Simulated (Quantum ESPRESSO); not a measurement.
# Work-function anisotropy of Nb, part 4 of 6

Aim: the work function of the low-index faces of Nb, their order, and how far the functional matters.

Quantum ESPRESSO 7.5; plane-wave DFT, PBE, PseudoDojo norm-conserving pseudopotentials.

So far. Step 6 (Potential by pp.x of (110)): On (110) the work function under PBEsol lies +0.09 eV from PBE's. Step 7 (Relaxing the ions of (100), PBE): The relaxation lowers the energy by 60 meV an atom. On the free atoms the largest force ends at 0.001 eV/Å.

### Step 8. SCF with pw.x of (100), PBE

Level of this step: plane-wave DFT, PBE, PseudoDojo norm-conserving pseudopotentials (Quantum ESPRESSO 7.5).

100.pbe.in reads:

```
&control
  prefix = '100.pbe'
  outdir = './out'
  pseudo_dir = './pseudo'
  calculation = 'scf'
  tprnfor = .true.
/
&system
  ibrav = 0
  nat = 5
  ntyp = 1
  ecutwfc = 74
  ecutrho = 296
  occupations = 'smearing'
  smearing = 'mv'
  degauss = 0.02
/
&electrons
  conv_thr = 1e-07
  mixing_beta = 0.4
  electron_maxstep = 120
  mixing_mode = 'local-TF'
/
ATOMIC_SPECIES
  Nb  92.9064  Nb.dojo-sr-pbe-0.4.1-standard.upf
CELL_PARAMETERS angstrom
  3.30000000000000 0.00000000000000 0.00000000000000
  0.00000000000000 3.30000000000000 0.00000000000000
  0.00000000000000 0.00000000000000 22.60000000000000
ATOMIC_POSITIONS crystal
  Nb  0.000000000000 0.000000000000 0.361760330300
  Nb  0.500000000000 0.500000000000 0.425159286500
  Nb  0.000000000000 0.000000000000 0.500000000000
  Nb  0.500000000000 0.500000000000 0.574840713500
  Nb  0.000000000000 0.000000000000 0.638239669700
K_POINTS automatic
  8 8 1 0 0 0
```

The run is started by

```
$ OMP_NUM_THREADS=1 mpirun -n 4 pw.x -nk 4 -in 100.pbe.in > 100.pbe.out
```

What it wrote:

```text
[banner, memory and clock lines left out]
Program PWSCF v.7.5 starts
[citation notice left out]

[...]
Message from routine setup:
[...]
bravais-lattice index     =            0
     lattice parameter (alat)  =       6.2361  a.u.
     unit-cell volume          =    1660.8596 (a.u.)^3
     number of atoms/cell      =            5
     number of atomic types    =            1
     number of electrons       =        65.00
     number of Kohn-Sham states=           40
     kinetic-energy cutoff     =      74.0000  Ry
     charge density cutoff     =     296.0000  Ry
     scf convergence threshold =      1.0E-07
     mixing beta               =       0.4000
     number of iterations used =            8  local-TF  mixing
     Exchange-correlation= PBE
                           (   1   4   3   4   0   0   0)

[...]
PseudoPot. # 1 for Nb read from file:
     ./pseudo/Nb.dojo-sr-pbe-0.4.1-standard.upf
     Pseudo is Norm-conserving + core correction, Zval = 13.0
     Generated using ONCVPSP code by D. R. Hamann
     Using radial grid of 1680 points,  6 beta functions with:
                l(1) =   0
                l(2) =   0
                l(3) =   1
                l(4) =   1
                l(5) =   2
                l(6) =   2

     atomic species   valence    mass     pseudopotential
     Nb               13.00    92.90640     Nb( 1.00)

     16 Sym. Ops., with inversion, found

[...]
number of k points=    15  Marzari-Vanderbilt smearing, width (Ry)=  0.0200
[...]
Dense  grid:   142605 G-vectors     FFT dimensions: (  36,  36, 240)

     Initial potential from superposition of free atoms

     starting charge      64.9884, renormalised to      65.0000

     negative rho (up, down):  2.307E-05 0.000E+00
     Starting wfcs are   50 randomized atomic wfcs

     per-process dynamical memory:   139.1 Mb

     Self-consistent Calculation

     iteration #  1     ecut=    74.00 Ry     beta= 0.40
     Davidson diagonalization with overlap
     ethr =  1.00E-02,  avg # of iterations =  2.8

     total energy              =    -622.72925703 Ry
     estimated scf accuracy    <       3.71926118 Ry

     iteration #  2     ecut=    74.00 Ry     beta= 0.40
[...]
total energy              =    -622.44995587 Ry
     estimated scf accuracy    <       1.66483856 Ry

     iteration #  3     ecut=    74.00 Ry     beta= 0.40
[...]
total energy              =    -622.43166117 Ry
     estimated scf accuracy    <       0.81313077 Ry

     iteration #  4     ecut=    74.00 Ry     beta= 0.40
[...]
total energy              =    -622.78580967 Ry
     estimated scf accuracy    <       5.10481655 Ry

     iteration #  5     ecut=    74.00 Ry     beta= 0.40
[...]
total energy              =    -622.77195360 Ry
     estimated scf accuracy    <       3.34476468 Ry

     iteration #  6     ecut=    74.00 Ry     beta= 0.40
[...]
total energy              =    -622.85253256 Ry
     estimated scf accuracy    <       2.89388950 Ry

[...]
iteration # 30     ecut=    74.00 Ry     beta= 0.40
[...]
total energy              =    -622.62308999 Ry
     estimated scf accuracy    <       0.00000142 Ry

     iteration # 31     ecut=    74.00 Ry     beta= 0.40
[...]
total energy              =    -622.62309011 Ry
     estimated scf accuracy    <       0.00000104 Ry

     iteration # 32     ecut=    74.00 Ry     beta= 0.40
[...]
total energy              =    -622.62309025 Ry
     estimated scf accuracy    <       0.00000014 Ry

     iteration # 33     ecut=    74.00 Ry     beta= 0.40
[...]
End of self-consistent calculation

          k = 0.0000 0.0000 0.0000 ( 17837 PWs)   bands (ev):

   -50.3266 -50.3220 -49.9184 -49.5857 -49.5404 -26.5385 -26.5337 -26.4367
   -26.4367 -26.3997 -26.3997 -26.2101 -25.9544 -25.9544 -25.7816 -25.4499
   -25.4499 -25.4477 -25.3145 -25.3145  -1.0059   0.2896   0.7046   1.0832
     1.3354   1.6724   2.0203   3.2296   4.6474   4.6508   4.7191   4.7597
     4.7597   4.9658   4.9659   5.0837   5.3650   5.3650   5.7008   6.6857

          k = 0.0000 0.1250 0.0000 ( 17889 PWs)   bands (ev):

   -50.3176 -50.3138 -49.9108 -49.5885 -49.5492 -26.5810 -26.5757 -26.4713
   -26.4619 -26.4076 -26.3761 -26.1299 -26.0721 -25.9463 -25.6588 -25.5590
   -25.4689 -25.3606 -25.3588 -25.3455  -0.7050   0.5111   0.9258   1.2810
     1.4625   1.6941   2.1636   3.2697   4.0831   4.1888   4.3137   4.5862
     4.6929   4.7887   5.0211   5.3018   5.5363   5.9287   6.1354   6.3876

[...]
the Fermi energy is     4.4752 ev

!    total energy              =    -622.62309030 Ry
     estimated scf accuracy    <       0.00000003 Ry
     smearing contrib. (-TS)   =       0.00283056 Ry
     internal energy E=F+TS    =    -622.62592086 Ry

     The total energy is F=E-TS. E is the sum of the following terms:
     one-electron contribution =   -4183.66892697 Ry
     hartree contribution      =    2096.49812379 Ry
     xc contribution           =    -130.46135297 Ry
     ewald contribution        =    1595.00623529 Ry

     convergence has been achieved in  33 iterations

     Forces acting on atoms (cartesian axes, Ry/au):

     atom    1 type  1   force =     0.00000000    0.00000000   -0.00064130
     atom    2 type  1   force =     0.00000000    0.00000000   -0.00016891
     atom    3 type  1   force =     0.00000000    0.00000000    0.00000000
     atom    4 type  1   force =     0.00000000    0.00000000    0.00016891
     atom    5 type  1   force =     0.00000000    0.00000000    0.00064130

     Total force =     0.000938     Total SCF correction =     0.001061
     SCF correction compared to forces is large: reduce conv_thr to get better values

[...]
```

It took 2.1 min on 4 MPI ranks of Arm Neoverse V2, shared host; peak memory 0.87 GiB; 8.6 min of CPU time.

Numbers from this step:

| Item | Value |
| --- | --- |
| free energy | -8471.2187 eV |
| Fermi energy | 4.475 eV |

### Step 9. Potential by pp.x of (100)

100.pbe.pot.in reads:

```
&inputpp
  prefix = '100.pbe'
  outdir = './out'
  filplot = '100.pbe.pot.dat'
  plot_num = 11
/
```

The run is started by

```
$ OMP_NUM_THREADS=1 mpirun -n 4 pp.x -in 100.pbe.pot.in > 100.pbe.pot.out
```

What it wrote:

```text
[banner, memory and clock lines left out]
Program POST-PROC v.7.5 starts

          URL

     ./out/100.pbe.save/

     IMPORTANT: XC functional enforced from input :
     Exchange-correlation= PBE
                           (   1   4   3   4   0   0   0)
     Any further DFT definition will be discarded
     Please, verify this is what you really want

     Calling punch_plot, plot_num =  11
     Writing data to file  100.pbe.pot.dat
     Message from routine chdens:
     namelist plot not found or invalid, exiting
```

It took 0.73 s on 4 MPI ranks; peak memory 0.12 GiB.

This step gave:

| Item | Value |
| --- | --- |
| work function of the upper face | 3.590 eV |
| slope of the potential above | 8.38e-4 eV/Å |
| upper vacuum line continued to the top atoms, over the Fermi level | 3.585 eV |
| work function of the lower face | 3.590 eV |
| slope of the potential below | -6.64e-4 eV/Å |
| lower vacuum line continued to the bottom atoms, over the Fermi level | 3.586 eV |

The potential energy, planar mean oscillates, so the rows of the table below give means over windows of 1.51 Å about each position, cut where the curve ends. Its maxima inside the range that stand out by 2 % of the span (Å: eV): 8.9: -10.1, 10.5: -5.90, 12.1: -5.90, 13.7: -10.1. Its minima: 8.2: -25.0, 9.6: -24.5, 11.3: -24.6, 13.0: -24.5, 14.4: -25.0.

Electrostatic potential energy of an electron; zero at the Fermi level. The potential energy, planar mean by z; means over each step:

z (Å), potential energy, planar mean (eV) and a bar from the least value:
```
     0.76        3.6 ##############################
     2.27        3.6 ##############################
     3.78        3.6 ##############################
     5.29        3.5 ##############################
     6.80        0.8 ##########################
     8.31      -16.2 
     9.82      -15.2 ##
    11.33      -15.3 #
    12.84      -15.4 #
    14.35      -16.0 
    15.86        1.1 ##########################
    17.37        3.5 ##############################
    18.88        3.6 ##############################
    20.39        3.6 ##############################
    21.90        3.6 ##############################
```

### Step 10. Ground state of (100), PBEsol

Level of this step: plane-wave DFT, PBEsol, PseudoDojo norm-conserving pseudopotentials (Quantum ESPRESSO 7.5).

100.pbesol.in, as its differences from the input of step 8:

```diff
@@ -1,3 +1,3 @@
 &control
-  prefix = '100.pbe'
+  prefix = '100.pbesol'
   outdir = './out'
@@ -24,3 +24,3 @@
 ATOMIC_SPECIES
-  Nb  92.9064  Nb.dojo-sr-pbe-0.4.1-standard.upf
+  Nb  92.9064  Nb.dojo-sr-pbesol-0.4.1-standard.upf
 CELL_PARAMETERS angstrom
```

The run is started by

```
$ OMP_NUM_THREADS=1 mpirun -n 4 pw.x -nk 4 -in 100.pbesol.in > 100.pbesol.out
```

What it wrote:

```text
[banner, memory and clock lines left out]
Program PWSCF v.7.5 starts
[...]
Message from routine setup:
[...]
number of electrons       =        65.00
     number of Kohn-Sham states=           40
     kinetic-energy cutoff     =      74.0000  Ry
     charge density cutoff     =     296.0000  Ry
[...]
number of k points=    15  Marzari-Vanderbilt smearing, width (Ry)=  0.0200
[...]
Dense  grid:   142605 G-vectors     FFT dimensions: (  36,  36, 240)
[...]
negative rho (up, down):  2.285E-05 0.000E+00
     Starting wfcs are   50 randomized atomic wfcs
[...]
estimated scf accuracy    <       3.65508980 Ry
[...]
estimated scf accuracy    <       1.64558586 Ry
[...]
estimated scf accuracy    <       0.83508052 Ry
[...]
estimated scf accuracy    <       5.08319195 Ry
[...]
estimated scf accuracy    <       3.14224221 Ry
[...]
estimated scf accuracy    <       2.38366711 Ry
[...]
estimated scf accuracy    <       2.25588199 Ry
[...]
estimated scf accuracy    <       2.32273022 Ry
[...]
estimated scf accuracy    <       0.90381392 Ry
[...]
estimated scf accuracy    <       0.52760634 Ry
[...]
estimated scf accuracy    <       0.03756550 Ry
[...]
estimated scf accuracy    <       0.01291242 Ry
[...]
estimated scf accuracy    <       0.45531915 Ry
[...]
negative rho (up, down):  7.618E-05 0.000E+00
[...]
estimated scf accuracy    <       0.00299106 Ry
[...]
negative rho (up, down):  2.096E-03 0.000E+00
[...]
estimated scf accuracy    <       0.00163552 Ry
[...]
negative rho (up, down):  2.792E-03 0.000E+00
[...]
estimated scf accuracy    <       0.03114701 Ry
[...]
negative rho (up, down):  3.626E-03 0.000E+00
[...]
estimated scf accuracy    <       0.03411183 Ry
[...]
negative rho (up, down):  1.250E-03 0.000E+00
[...]
estimated scf accuracy    <       0.00017302 Ry
[...]
negative rho (up, down):  4.821E-05 0.000E+00
[...]
estimated scf accuracy    <       0.00071676 Ry
[...]
negative rho (up, down):  1.259E-05 0.000E+00
[...]
estimated scf accuracy    <       0.00009361 Ry
[...]
estimated scf accuracy    <       0.00002005 Ry
[...]
estimated scf accuracy    <       0.00002198 Ry
[...]
negative rho (up, down):  3.615E-06 0.000E+00
[...]
estimated scf accuracy    <       0.00000125 Ry
[...]
the Fermi energy is     4.3707 ev
!    total energy              =    -622.25603638 Ry
     estimated scf accuracy    <       0.00000009 Ry
     smearing contrib. (-TS)   =       0.00284639 Ry
     internal energy E=F+TS    =    -622.25888277 Ry
[...]
one-electron contribution =   -4184.08225886 Ry
     hartree contribution      =    2096.45427184 Ry
     xc contribution           =    -129.63713105 Ry
     ewald contribution        =    1595.00623529 Ry
     convergence has been achieved in  24 iterations
[...]
Total force =     0.022289     Total SCF correction =     0.000929
[...]
```

It took 99 s on 4 MPI ranks; peak memory 0.87 GiB.

Read from the output:

```
free energy  : -8466.2247 eV
Fermi energy : 4.371 eV
```

### Step 11. Potential by pp.x of (100)

100.pbesol.pot.in reads:

```
&inputpp
  prefix = '100.pbesol'
  outdir = './out'
  filplot = '100.pbesol.pot.dat'
  plot_num = 11
/
```

The run is started by

```
$ OMP_NUM_THREADS=1 mpirun -n 4 pp.x -in 100.pbesol.pot.in > 100.pbesol.pot.out
```

The job ended after 0.73 s (4 MPI ranks; peak memory 0.12 GiB; 2.7 s of CPU time).

Read from the output:

```
work function of the upper face                                       : 3.676 eV
slope of the potential above                                          : 7.13e-4 eV/Å
upper vacuum line continued to the top atoms, over the Fermi level    : 3.673 eV
work function of the lower face                                       : 3.677 eV
slope of the potential below                                          : -5.64e-4 eV/Å
lower vacuum line continued to the bottom atoms, over the Fermi level : 3.673 eV
```

On (100) the work function under PBEsol lies +0.09 eV from PBE's.

[end of part 4 of 6]

[Logs are printed without paths, hosts, clocks, repeated set-up lines and the standing remarks that a program may print on its own settings, such as how far it seeks lower states.]

[Hosts, paths, dates, database ids (printed as entryN), source tags and the programs' standing remarks are cut or masked in the printed files.]

[Maps of the electrostatic potential energy from Ansatz leave out the sawtooth potential of an applied field or a dipole correction, so their vacuum need not be flat; planar profiles and work functions include it.]
